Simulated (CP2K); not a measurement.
The O K edge of 4-carboxypyridine was computed by TDDFT (CP2K XAS_TDP, aug-cc-pVDZ, TDA) at these levels: PBE0, PBEh(45%) and PBEh(45%) + GW2X. The first three lines of O1 (bonded to C) with a strength over 0.0015, energy in eV and strength:

| run | first | second | third |
| --- | --- | --- | --- |
| 1 | 531.71 (0.035) | 536.11 (0.002) | 536.61 (0.004) |
| 2 | 526.96 (0.035) | 531.36 (0.002) | 531.86 (0.004) |
| 3 | 518.91 (0.025) | 522.09 (0.002) | 522.32 (0.007) |

Q: Which run is which?

Run 1: PBEh(45%) + GW2X (45 % exact exchange). Run 2: PBEh(45%) (45 % exact exchange). Run 3: PBE0 (25 % exact exchange). Self-interaction lifts the core level, so the uncorrected lines rise with the share of exact exchange. The GW2X run keeps the spacings of its parent: 4.40 eV between the first two lines in run 1, 4.40 eV in run 2. Its shift is +4.75 eV, since the Kohn–Sham level at this share of exchange lies that far above the quasiparticle level.

[Hosts, paths, dates, database ids (printed as entryN), source tags and the programs' standing remarks are cut or masked in the printed files.]
